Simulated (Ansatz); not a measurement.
# Y3PbC (Pm-3m): from the cell to its phonons

Wanted: vibrations and spectra of Y3PbC (Pm-3m); the cell is already relaxed. After the zone centre comes a 2×2×2 q mesh on a 8×8×8 k mesh.

Method: DFT PBEsol, scalar-relativistic, plane waves, PAW; PAW set soft_1, in Ansatz 0.2.0.

## (1) Starting point

Symmetry: Pm-3m, No. 221, cubic system. The conventional cell has a = 4.858 Å, b = 4.858 Å, c = 4.858 Å, α = 90.00°, β = 90.00°, γ = 90.00°. Y has 2 C at 2.43 Å and 8 Y at 3.43 Å and 4 Pb at 3.43 Å nearest. Pb has 12 Y at 3.43 Å nearest. Nearest to C lie 6 Y at 2.43 Å. Farther neighbours are not listed.

## (2) Zone-centre response

The cell comes from relaxations at this level that are not shown. The zone centre comes first: it holds the modes that light can see, as far as symmetry allows. No field response is asked, since the mesh shows no gap.

The input, input.yaml:

```yaml
crystal:
  lattice:
    - [4.8575543627, 0.0, 0.0]
    - [0.0, 4.8575543627, 0.0]
    - [0.0, 0.0, 4.8575543627]
  atoms:
    - { symbol: "Y", position: [0.5, 0.0, 0.5] }
    - { symbol: "Y", position: [0.0, 0.5, 0.5] }
    - { symbol: "Y", position: [0.5, 0.5, 0.0] }
    - { symbol: Pb, position: [0.0, 0.0, 0.0] }
    - { symbol: C, position: [0.5, 0.5, 0.5] }
kpoints:
  mp_grid: { grid: [8, 8, 8] }
hamiltonian:
  xc: pbesol
  pseudopotentials: { kind: paw, azcp: { folder: soft_1 }, xc_functional: pbe }
scf:
  occupations: { method: methfessel_paxton, width: 0.2 }
output:
  eigenvalues: true
phonons:
  method: dfpt
```

Launch:

```bash
ansatz run input.yaml --threads 4 --pin off --max-ram 10240MiB --backend cpu --events-out ev --progress --plain --runs-dir out
```

The runs that follow: the dispersion; another isotope, element C, natural mass 12.011 amu; another isotope, element Pb, natural mass 207.2 amu. Settings of the main run: cutoff 420 eV, 8×8×8 k-mesh, 2×2×2 q-mesh, Methfessel-Paxton occupations, smearing width 0.2 eV, PAW set soft 1.

Q: Predict the highest optical mode at the zone centre.

At high temperature every mode holds k_B, so the heat capacity tends to 3R = 24.94 J/(mol K) a mole of atoms; it reaches 24.71 at 1000 K. The structure is a minimum as far as tested: no mode is imaginary at the 4 irreducible wavevectors of the 2×2×2 mesh, and the softest away from the acoustic zeros lies at 51 cm⁻¹. The optical modes at Γ span 90 to 416 cm⁻¹.

| Item | Value |
| --- | --- |
| volume per atom | 22.9 Å³ |
| electronic character | no gap on this mesh |
| highest optical mode at the zone centre (no LO-TO term) | 416 cm⁻¹ |
| lowest optical zone-centre mode | 90.2 cm⁻¹ |
| lowest mode on the q mesh (acoustic modes at Γ apart) | 50.7 cm⁻¹ |
| highest frequency on the path or at a solved wavevector | 499 cm⁻¹ |
| heat capacity at 300 K | 22.8 J/(mol atoms K) |
| Debye temperature (second moment) | 431 K |
| imaginary modes on the 2×2×2 q mesh | none |

The highest mode in this list at Γ, 416.1 cm⁻¹, is mostly motion of C (94 % of the kinetic energy). With no gap, or one that is small against the smearing, the frequencies hang on the k mesh and the smearing, most of all near Kohn anomalies. The phonon runs are without spin polarisation, although the cell has an odd electron count. Spin-orbit coupling is left out, which can matter for the heavy elements here. The PAW files were made for PBE and serve the other functionals too. These are harmonic frequencies at zero temperature: anharmonic shifts, linewidths and thermal expansion are left out.

[Logs are printed without paths, hosts, clocks, repeated set-up lines and the standing remarks that a program may print on its own settings, such as how far it seeks lower states.]

[Hosts, paths, dates, database ids (printed as entryN), source tags and the programs' standing remarks are cut or masked in the printed files.]
